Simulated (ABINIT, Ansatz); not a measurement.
# A GW chain in ABINIT: NaAsF6 (Fm-3m), part 2 of 3

Wanted: ground state, empty states, screening and self-energy for NaAsF6 (Fm-3m).

ABINIT 10.8.3; LDA and many-body steps on it, plane waves. Known limits of the many-body steps: not at the basis limit; exchange with frozen shells missing; no spin-orbit coupling; coarse k mesh.

So far. Step 2 (Ground state): The gap is direct, at Γ.

## Step 3: Bands along the symmetry lines

Level of this step: DFT, LDA, plane waves, norm-conserving pseudopotentials (ABINIT).

The cheap functional maps the bands first; the places of the edges decide which points the dearer methods must see.

Contents of run.abi:

```
acell 3*1.0 Angstrom
rprim 
  -0.000000000000 3.983049320000 3.983049320000
  3.983049320000 -0.000000000000 3.983049320000
  3.983049320000 3.983049320000 0.000000000000
ntypat 3
znucl 11 33 9
natom 8
typat 1 2 3 3 3 3 3 3
xred 
  0.500000000000 0.500000000000 0.500000000000
  0.000000000000 0.000000000000 0.000000000000
  0.781629880000 0.781629880000 0.218370120000
  0.218370120000 0.781629880000 0.218370120000
  0.781629880000 0.218370120000 0.218370120000
  0.218370120000 0.218370120000 0.781629880000
  0.781629880000 0.218370120000 0.781629880000
  0.218370120000 0.781629880000 0.781629880000
pp_dirpath "pseudos"
pseudos "Na.upf, As.upf, F.upf"
ecut 38
iscf -2
irdden 1
kptopt 0
nkpt 26
kpt 
  0.00000000 0.00000000 0.00000000
  0.12500000 0.00000000 0.12500000
  0.25000000 0.00000000 0.25000000
  0.37500000 0.00000000 0.37500000
  0.50000000 0.00000000 0.50000000
  0.53125000 0.06250000 0.53125000
  0.56250000 0.12500000 0.56250000
  0.59375000 0.18750000 0.59375000
  0.62500000 0.25000000 0.62500000
  0.37500000 0.37500000 0.75000000
  0.28125000 0.28125000 0.56250000
  0.18750000 0.18750000 0.37500000
  0.09375000 0.09375000 0.18750000
  0.00000000 0.00000000 0.00000000
  0.12500000 0.12500000 0.12500000
  0.25000000 0.25000000 0.25000000
  0.37500000 0.37500000 0.37500000
  0.50000000 0.50000000 0.50000000
  0.50000000 0.43750000 0.56250000
  0.50000000 0.37500000 0.62500000
  0.50000000 0.31250000 0.68750000
  0.50000000 0.25000000 0.75000000
  0.50000000 0.18750000 0.68750000
  0.50000000 0.12500000 0.62500000
  0.50000000 0.06250000 0.56250000
  0.50000000 0.00000000 0.50000000
istwfk *1
nband 40
nbdbuf 2
tolwfr 1e-08
nstep 40
prtwf 0
prtvol 0
indata_prefix "in"
outdata_prefix "out"
tmpdata_prefix "tmp"
```

On the command line:

```sh
> OMP_NUM_THREADS=1 mpirun -n 4 abinit run.abi > log
```

Numbers of over 12 decimals in the logs are rounded to 6 here.

The program printed:

```text
.Version 10.8.3 of ABINIT. v10.8.2 released Aug 2026.

 Symmetries : space group Fm -3 m (#225); Bravais cF (face-center cubic)
[... echo of the input left out ...]
== DATASET  1 ==================================================================
-   mpi_nproc: 4, omp_nthreads: 1 (-1 if OMP is not activated)

--- !DatasetInfo
iteration_state: {dtset: 1, }
dimensions: {natom: 8, nkpt: 26, mband: 40, nsppol: 1, nspinor: 1, nspden: 1, mpw: 9577, }
cutoff_energies: {ecut:  38.0, pawecutdg:  -1.0, }
electrons: {nelect:   6.60000000E+01, charge:   0.00000000E+00, occopt:   1.00000000E+00, tsmear:   1.00000000E-02, }

 Real(R)+Recip(G) space primitive vectors, cartesian coordinates (Bohr,Bohr^-1):
 R(1)=  0.0000000  7.5268724  7.5268724  G(1)= -0.0664287  0.0664287  0.0664287
 R(2)=  7.5268724  0.0000000  7.5268724  G(2)=  0.0664287 -0.0664287  0.0664287
 R(3)=  7.5268724  7.5268724  0.0000000  G(3)=  0.0664287  0.0664287 -0.0664287
 Unit cell volume ucvol=  8.5285196E+02 bohr^3
 Angles (23,13,12)=  6.00000000E+01  6.00000000E+01  6.00000000E+01 degrees

 getcut: wavevector=  0.0000  0.0000  0.0000  ngfft=  60  60  60
         ecut(hartree)=     38.000   => boxcut(ratio)=   2.03126

--- Pseudopotential description ------------------------------------------------
- Na Generated using ONCVPSP code by D. R. Hamann
- 11.00000   9.00000  180309                  znucl, zion, pspdat
12 -1012 1 -1 1968                            pspcod,pspxc,lmax,lloc,mmax
     nproj     2     2     0
  pspatm : epsatm=    9.37365322
         --- l  ekb(1:nproj) -->
             0    2.664741   -0.674314
             1   -6.796556   -2.419774
 pspatm: atomic psp has been read  and splines computed

- As Generated using ONCVPSP code by D. R. Hamann
- 33.00000  15.00000  180309                  znucl, zion, pspdat
12 -1012 2 -1 1326                            pspcod,pspxc,lmax,lloc,mmax
     nproj     2     2     2
  pspatm : epsatm=   28.05037194
         --- l  ekb(1:nproj) -->
             0    7.596243    0.856808
[...]
pspatm: atomic psp has been read  and splines computed

- F Generated using ONCVPSP code by D. R. Hamann
-  9.00000   7.00000  201202                  znucl, zion, pspdat
12 -1012 2 -1 824                             pspcod,pspxc,lmax,lloc,mmax
     nproj     2     2     1
  pspatm : epsatm=    4.94580260
         --- l  ekb(1:nproj) -->
[...]
2   -2.364936
 pspatm: atomic psp has been read  and splines computed

--------------------------------------------------------------------------------

================================================================================
 prteigrs : about to open file out_EIG
 Non-SCF case, kpt    1 (  0.00000  0.00000  0.00000), residuals and eigenvalues=
  3.14E-09  2.44E-09  6.11E-09  1.35E-09  3.93E-09  9.50E-09  4.40E-09  3.42E-09
[...]
Non-SCF case, kpt   26 (  0.50000  0.00000  0.50000), residuals and eigenvalues=
[...]
-1.9689E-01 -1.8774E-01 -1.8774E-01 -1.7837E-01 -1.7589E-01 -1.7589E-01
 -1.5751E-01 -1.5751E-01 -1.4583E-01  8.5607E-02  2.4004E-01  2.7900E-01
[...]
--- !ResultsGS
iteration_state: {dtset: 1, }
comment   : Summary of ground state results
lattice_vectors:
- [ -0.0000000,   7.5268724,   7.5268724, ]
- [  7.5268724,  -0.0000000,   7.5268724, ]
- [  7.5268724,   7.5268724,   0.0000000, ]
lattice_lengths: [  10.64460,   10.64460,   10.64460, ]
lattice_angles: [ 60.000,  60.000,  60.000, ] # degrees, (23, 13, 12)
lattice_volume:   8.5285196E+02
convergence: {deltae:  0.000E+00, res2:  0.000E+00, residm:  9.999E-09, diffor:  0.000E+00, }
etotal    :  -2.99225580E+02
entropy   :   0.00000000E+00
fermie    :  -1.45682294E-01
cartesian_stress_tensor: null
pressure_GPa: null
xred      :
- [  5.0000E-01,   5.0000E-01,   5.0000E-01, Na]
- [  0.0000E+00,   0.0000E+00,   0.0000E+00, As]
- [  7.8163E-01,   7.8163E-01,   2.1837E-01,  F]
- [  2.1837E-01,   7.8163E-01,   2.1837E-01,  F]
- [  7.8163E-01,   2.1837E-01,   2.1837E-01,  F]
- [  2.1837E-01,   2.1837E-01,   7.8163E-01,  F]
- [  7.8163E-01,   2.1837E-01,   7.8163E-01,  F]
- [  2.1837E-01,   7.8163E-01,   7.8163E-01,  F]
cartesian_forces: null
force_length_stats: {min: null, max: null, mean: null, }

 Integrated electronic density in atomic spheres:
 ------------------------------------------------
 Atom  Sphere_radius  Integrated_density
[...]
================================================================================

 ----iterations are completed or convergence reached----

 Mean square residual over all n,k,spin=   54.015E-10; max=  99.991E-10
 reduced coordinates (array xred) for    8 atoms
[...]
0.781629880000      0.218370120000      0.781629880000
       0.218370120000      0.781629880000      0.781629880000

 cartesian coordinates (angstrom) at end:
[...]
7      3.983049     6.226541     3.983049
    8      6.226541     3.983049     3.983049
 length scales=  1.889726125908  1.889726125908  1.889726125908 bohr
              =  1.000000000000  1.000000000000  1.000000000000 angstroms
 prteigrs : about to open file out_EIG
 Eigenvalues (hartree) for nkpt=  26  k points:
 kpt#   1, nband= 40, wtk=  1.00000, kpt=  0.0000  0.0000  0.0000 (reduced coord)
[...]
kpt#   2, nband= 40, wtk=  1.00000, kpt=  0.1250  0.0000  0.1250 (reduced coord)
[...]
kpt#   3, nband= 40, wtk=  1.00000, kpt=  0.2500  0.0000  0.2500 (reduced coord)
[...]
kpt#  25, nband= 40, wtk=  1.00000, kpt=  0.5000  0.0625  0.5625 (reduced coord)
[...]
kpt#  26, nband= 40, wtk=  1.00000, kpt=  0.5000  0.0000  0.5000 (reduced coord)
[...]
-0.19689   -0.18774   -0.18774   -0.17837   -0.17589   -0.17589   -0.15751   -0.15751
  -0.14583    0.08561    0.24004    0.27900    0.28242    0.28242    0.29560    0.32781

== END DATASET(S) ==============================================================
================================================================================

 -outvars: echo values of variables after computation  --------
            nband          40
             nkpt          26
          spgroup         225
 [... the other variables as echoed above ...]

 Calculation completed.
```

Wall time 63 s (4 MPI ranks of Arm Neoverse V2, shared host); peak memory 0.5 GiB; 4.2 min of CPU time.

Numbers from this step:

```
gap                        : 5.286 eV
k of the valence top       : 0, 0, 0
k of the conduction bottom : 0, 0, 0
least direct gap           : 5.286 eV
```

The gap is 5.286 eV, as in the run before at this level.

Electronic bands along the path, in eV, zero at the top of the highest filled band:

```
    point  band 30  band 31  band 32  band 33  band 34  band 35  band 36  band 37
        Γ    -0.79     0.00     0.00     0.00     5.29     9.28    11.55    11.55
  halfway    -0.82    -0.15    -0.15     0.00     5.82     9.59    11.61    11.61
        X    -0.82    -0.32    -0.32     0.00     6.29    10.50    11.56    11.65
  halfway    -0.81    -0.31    -0.30    -0.02     6.31    10.54    11.09    11.73
        U    -0.79    -0.29    -0.25    -0.07     6.32    10.57    10.68    11.70
jump to K    -0.79    -0.29    -0.25    -0.07     6.32    10.57    10.68    11.70
  halfway    -0.75    -0.12    -0.12    -0.07     5.88     9.58    11.39    11.41
        Γ    -0.79     0.00     0.00     0.00     5.29     9.28    11.55    11.55
  halfway    -0.74    -0.08    -0.08    -0.05     5.72     9.47    11.17    11.87
        L    -0.69    -0.17    -0.17    -0.11     6.19     9.68    10.69    12.19
  halfway    -0.76    -0.24    -0.16    -0.13     6.27    10.02    10.78    11.81
        W    -0.89    -0.32    -0.15    -0.15     6.35    10.85    10.87    10.87
  halfway    -0.85    -0.32    -0.27    -0.04     6.32    10.59    11.06    11.29
        X    -0.82    -0.32    -0.32     0.00     6.29    10.50    11.56    11.65
```

## Step 4: Empty states on the mesh, 2×2×2 mesh, 260 bands

The sums over transitions need many empty states on a uniform mesh; this step solves for them.

Contents of run.abi:

```
acell 3*1.0 Angstrom
rprim 
  -0.000000000000 3.983049320000 3.983049320000
  3.983049320000 -0.000000000000 3.983049320000
  3.983049320000 3.983049320000 0.000000000000
ntypat 3
znucl 11 33 9
natom 8
typat 1 2 3 3 3 3 3 3
xred 
  0.500000000000 0.500000000000 0.500000000000
  0.000000000000 0.000000000000 0.000000000000
  0.781629880000 0.781629880000 0.218370120000
  0.218370120000 0.781629880000 0.218370120000
  0.781629880000 0.218370120000 0.218370120000
  0.218370120000 0.218370120000 0.781629880000
  0.781629880000 0.218370120000 0.781629880000
  0.218370120000 0.781629880000 0.781629880000
pp_dirpath "pseudos"
pseudos "Na.upf, As.upf, F.upf"
ecut 38
ngkpt 2 2 2
nshiftk 1
shiftk 0 0 0
kptopt 1
chksymbreak 0
iscf -2
irdden 1
istwfk *1
nband 260
nbdbuf 22
tolwfr 1e-09
nstep 60
prtvol 0
indata_prefix "in"
outdata_prefix "out"
tmpdata_prefix "tmp"
```

The program printed:

```text
.Version 10.8.3 of ABINIT. v10.8.2 released Aug 2026.

 Symmetries : space group Fm -3 m (#225); Bravais cF (face-center cubic)
[... echo of the input left out ...]
== DATASET  1 ==================================================================
-   mpi_nproc: 4, omp_nthreads: 1 (-1 if OMP is not activated)
-    --> not optimal distribution: autoparal keyword recommended in input file <--

--- !DatasetInfo
iteration_state: {dtset: 1, }
dimensions: {natom: 8, nkpt: 3, mband: 260, nsppol: 1, nspinor: 1, nspden: 1, mpw: 9577, }
cutoff_energies: {ecut:  38.0, pawecutdg:  -1.0, }
electrons: {nelect:   6.60000000E+01, charge:   0.00000000E+00, occopt:   1.00000000E+00, tsmear:   1.00000000E-02, }

 Real(R)+Recip(G) space primitive vectors, cartesian coordinates (Bohr,Bohr^-1):
 R(1)=  0.0000000  7.5268724  7.5268724  G(1)= -0.0664287  0.0664287  0.0664287
 R(2)=  7.5268724  0.0000000  7.5268724  G(2)=  0.0664287 -0.0664287  0.0664287
 R(3)=  7.5268724  7.5268724  0.0000000  G(3)=  0.0664287  0.0664287 -0.0664287
 Unit cell volume ucvol=  8.5285196E+02 bohr^3
 Angles (23,13,12)=  6.00000000E+01  6.00000000E+01  6.00000000E+01 degrees

 getcut: wavevector=  0.0000  0.0000  0.0000  ngfft=  60  60  60
         ecut(hartree)=     38.000   => boxcut(ratio)=   2.03126

--- Pseudopotential description ------------------------------------------------
- Na Generated using ONCVPSP code by D. R. Hamann
- 11.00000   9.00000  180309                  znucl, zion, pspdat
12 -1012 1 -1 1968                            pspcod,pspxc,lmax,lloc,mmax
     nproj     2     2     0
  pspatm : epsatm=    9.37365322
         --- l  ekb(1:nproj) -->
             0    2.664741   -0.674314
             1   -6.796556   -2.419774
 pspatm: atomic psp has been read  and splines computed

- As Generated using ONCVPSP code by D. R. Hamann
- 33.00000  15.00000  180309                  znucl, zion, pspdat
12 -1012 2 -1 1326                            pspcod,pspxc,lmax,lloc,mmax
     nproj     2     2     2
  pspatm : epsatm=   28.05037194
         --- l  ekb(1:nproj) -->
             0    7.596243    0.856808
[...]
pspatm: atomic psp has been read  and splines computed

- F Generated using ONCVPSP code by D. R. Hamann
-  9.00000   7.00000  201202                  znucl, zion, pspdat
12 -1012 2 -1 824                             pspcod,pspxc,lmax,lloc,mmax
     nproj     2     2     1
  pspatm : epsatm=    4.94580260
         --- l  ekb(1:nproj) -->
[...]
2   -2.364936
 pspatm: atomic psp has been read  and splines computed

--------------------------------------------------------------------------------

================================================================================
 prteigrs : about to open file out_EIG
 Non-SCF case, kpt    1 (  0.00000  0.00000  0.00000), residuals and eigenvalues=
[...]
1.59E-10  1.64E-10  6.49E-10  2.62E-10  5.08E-10  5.71E-10  1.07E-10  8.96E-10
[...]
7.30E-05  1.19E-04  2.78E-05  1.39E-04
 -1.8337E+00 -1.4414E+00 -1.4414E+00 -1.4355E+00 -1.4355E+00 -1.4355E+00
 -9.5800E-01 -8.9718E-01 -8.9718E-01 -8.9718E-01 -8.6283E-01 -8.6283E-01
 -8.2195E-01 -8.2195E-01 -8.2195E-01 -4.6336E-01 -3.2005E-01 -3.2005E-01
[...]
2.9487E+00  2.9497E+00  2.9497E+00  2.9498E+00  2.9543E+00  2.9545E+00
  2.9709E+00  2.9710E+00  2.9722E+00  2.9783E+00  2.9785E+00  2.9800E+00
  2.9828E+00  2.9830E+00
 prteigrs : prtvol=0 or 1, do not print more k-points.

--- !ResultsGS
iteration_state: {dtset: 1, }
comment   : Summary of ground state results
lattice_vectors:
- [ -0.0000000,   7.5268724,   7.5268724, ]
- [  7.5268724,  -0.0000000,   7.5268724, ]
- [  7.5268724,   7.5268724,   0.0000000, ]
lattice_lengths: [  10.64460,   10.64460,   10.64460, ]
lattice_angles: [ 60.000,  60.000,  60.000, ] # degrees, (23, 13, 12)
lattice_volume:   8.5285196E+02
convergence: {deltae:  0.000E+00, res2:  0.000E+00, residm:  9.961E-10, diffor:  0.000E+00, }
etotal    :  -2.99225580E+02
entropy   :   0.00000000E+00
fermie    :  -1.45682294E-01
cartesian_stress_tensor: null
pressure_GPa: null
xred      :
- [  5.0000E-01,   5.0000E-01,   5.0000E-01, Na]
- [  0.0000E+00,   0.0000E+00,   0.0000E+00, As]
- [  7.8163E-01,   7.8163E-01,   2.1837E-01,  F]
- [  2.1837E-01,   7.8163E-01,   2.1837E-01,  F]
- [  7.8163E-01,   2.1837E-01,   2.1837E-01,  F]
- [  2.1837E-01,   2.1837E-01,   7.8163E-01,  F]
- [  7.8163E-01,   2.1837E-01,   7.8163E-01,  F]
- [  2.1837E-01,   7.8163E-01,   7.8163E-01,  F]
cartesian_forces: null
force_length_stats: {min: null, max: null, mean: null, }

 Integrated electronic density in atomic spheres:
 ------------------------------------------------
 Atom  Sphere_radius  Integrated_density
[...]
================================================================================

 ----iterations are completed or convergence reached----

 Mean square residual over all n,k,spin=   44.323E-11; max=  99.610E-11
 reduced coordinates (array xred) for    8 atoms
[...]
0.781629880000      0.218370120000      0.781629880000
       0.218370120000      0.781629880000      0.781629880000

 cartesian coordinates (angstrom) at end:
    1      3.983049     3.983049     3.983049
    2      0.000000     0.000000     0.000000
[...]
8      6.226541     3.983049     3.983049
 length scales=  1.889726125908  1.889726125908  1.889726125908 bohr
              =  1.000000000000  1.000000000000  1.000000000000 angstroms
 prteigrs : about to open file out_EIG
 Eigenvalues (hartree) for nkpt=   3  k points:
 kpt#   1, nband=260, wtk=  0.12500, kpt=  0.0000  0.0000  0.0000 (reduced coord)
[...]
2.88871    2.88871    2.89388    2.89388    2.89388    2.90615    2.94875    2.94972
   2.94974    2.94982    2.95434    2.95453    2.97086    2.97101    2.97217    2.97825
   2.97851    2.97995    2.98281    2.98303
 prteigrs : prtvol=0 or 1, do not print more k-points.

== END DATASET(S) ==============================================================
================================================================================

 -outvars: echo values of variables after computation  --------
            nband         260
             nkpt           3
          spgroup         225
 [... the other variables as echoed above ...]

 Calculation completed.
```

Elapsed: 1.9 min, on 4 MPI ranks; peak memory 0.52 GiB; 7.6 min of CPU time.

This step gave:

| Quantity | Value |
| --- | --- |
| gap | 5.286 eV |
| k of the valence top | 0, 0, 0 |
| k of the conduction bottom | 0, 0, 0 |
| least direct gap | 5.286 eV |
| k points computed | 3 |
| lowest point of the top converged band, above the valence top | 80.3345 eV |

On this mesh the gap is 5.286 eV.

## Step 5: Screening, 2×2×2 mesh, 238 bands, screening to 176.9 eV

The RPA dielectric matrix is built and inverted for each q.

This step: RPA screening on LDA, plane waves, norm-conserving pseudopotentials.

run.abi: that of step 4 with these lines changed.

```diff
@@ -26,10 +26,11 @@
 chksymbreak 0
-iscf -2
-irdden 1
 istwfk *1
-nband 260
-nbdbuf 22
-tolwfr 1e-09
-nstep 60
-prtvol 0
+occopt 1
+irdwfk 1
+optdriver 3
+nband 238
+ecuteps 6.5
+inclvkb 2
+awtr 1
+symchi 1
 indata_prefix "in"
```

The program printed:

```text
.Version 10.8.3 of ABINIT. v10.8.2 released Aug 2026.

 Symmetries : space group Fm -3 m (#225); Bravais cF (face-center cubic)
[... echo of the input left out ...]
== DATASET  1 ==================================================================
-   mpi_nproc: 4, omp_nthreads: 1 (-1 if OMP is not activated)

--- !DatasetInfo
iteration_state: {dtset: 1, }
dimensions: {natom: 8, nkpt: 3, mband: 238, nsppol: 1, nspinor: 1, nspden: 1, mpw: 9577, }
cutoff_energies: {ecut:  38.0, pawecutdg:  -1.0, }
electrons: {nelect:   6.60000000E+01, charge:   0.00000000E+00, occopt:   1.00000000E+00, tsmear:   1.00000000E-02, }

 SCREENING: Calculation of the susceptibility and dielectric matrices

 Based on a program developped by R.W. Godby, V. Olevano, G. Onida, and L. Reining.
 Incorporated in ABINIT by V. Olevano, G.-M. Rignanese, and M. Torrent.
.Using double precision arithmetic ; gwpc =  8

[... cell and pseudopotentials left out ...]
--------------------------------------------------------------------------------

 ==== K-mesh for the wavefunctions ====
 Number of points in the irreducible wedge :     3
[... list of points left out ...]
 Together with 48 symmetry operations and time-reversal symmetry
 yields     8 points in the full Brillouin Zone.

 ==== Q-mesh for the screening function ====
 Number of points in the irreducible wedge :     3
[... list of points left out ...]
 Together with 48 symmetry operations and time-reversal symmetry
 yields     8 points in the full Brillouin Zone.

 setmesh: FFT mesh size selected  =    45x   45x   45
          total number of points  =        91125

 vcoul_init : cutoff-mode = AUXILIARY_FUNCTION
 q-points for optical limit:   1
     1)      0.000010    0.000020    0.000030

- screening: taking advantage of time-reversal symmetry
- Maximum band index for partially occupied states nbvw = 33
- Remaining bands to be divided among processors   nbcw = 205
- Number of bands treated by each node ~51

 Number of electrons calculated from density =   66.0000; Expected =   66.0000
 average of density, n =  0.077387
 r_s =    1.4557
 omega_plasma =   26.8343 [eV]

 calculating chi0 at frequencies [eV] :
  1    0.000000E+00    0.000000E+00
  2    0.000000E+00    2.683433E+01

--------------------------------------------------------------------------------
  q-point number  1        q = ( 0.000000, 0.000000, 0.000000) [r.l.u.]
--------------------------------------------------------------------------------
[... chi0 elements left out ...]
 For q-point:  0.000010 0.000020 0.000030
  dielectric constant =   1.7416
  dielectric constant without local fields =   1.9480

  Average fulfillment of the sum rule on Im[epsilon] for q-point    1 :     54.83  [%]
[... wings left out ...]
  q-point number  2        q = ( 0.500000, 0.000000, 0.000000) [r.l.u.]
--------------------------------------------------------------------------------
[... chi0 elements left out ...]
  Average fulfillment of the sum rule on Im[epsilon] for q-point    2 :     59.47  [%]

 [... 1 further q-points ...]
```

Elapsed: 70 s, on 4 MPI ranks; peak memory 2.3 GiB; 4.7 min of CPU time.

This step gave:

```
ε∞ with local fields, on this mesh, along the program's q direction : 1.742
the same without local fields                                       : 1.948
plasma frequency                                                    : 26.83 eV
plane waves in the screening matrix                                 : 645
```

Local fields lower ε∞ by 11 %. On a Γ-centred mesh this coarse the value itself is usually too large, while a short band sum pulls it down.

[end of part 2 of 3]

[Paths, hosts, dates, memory and timing lines, banners, echoed tables and standing remarks are left out of the program output.]

[Logs are printed without paths, hosts, clocks, repeated set-up lines and the standing remarks that a program may print on its own settings, such as how far it seeks lower states.]

[Runs of the session that timed out or met a known fault of the program may be left out.]

[Hosts, paths, dates, database ids (printed as entryN), source tags and the programs' standing remarks are cut or masked in the printed files.]

[G0W0 gaps are taken among the corrected bands and points alone; a level outside them can change the order at an edge.]

[Where Ansatz stands beside ABINIT at settings called matched, ABINIT's density can come from a denser mesh and the files from another edition; pairs whose starting gaps differed by over 0.03 eV were left out, so agreement reads better than it is.]
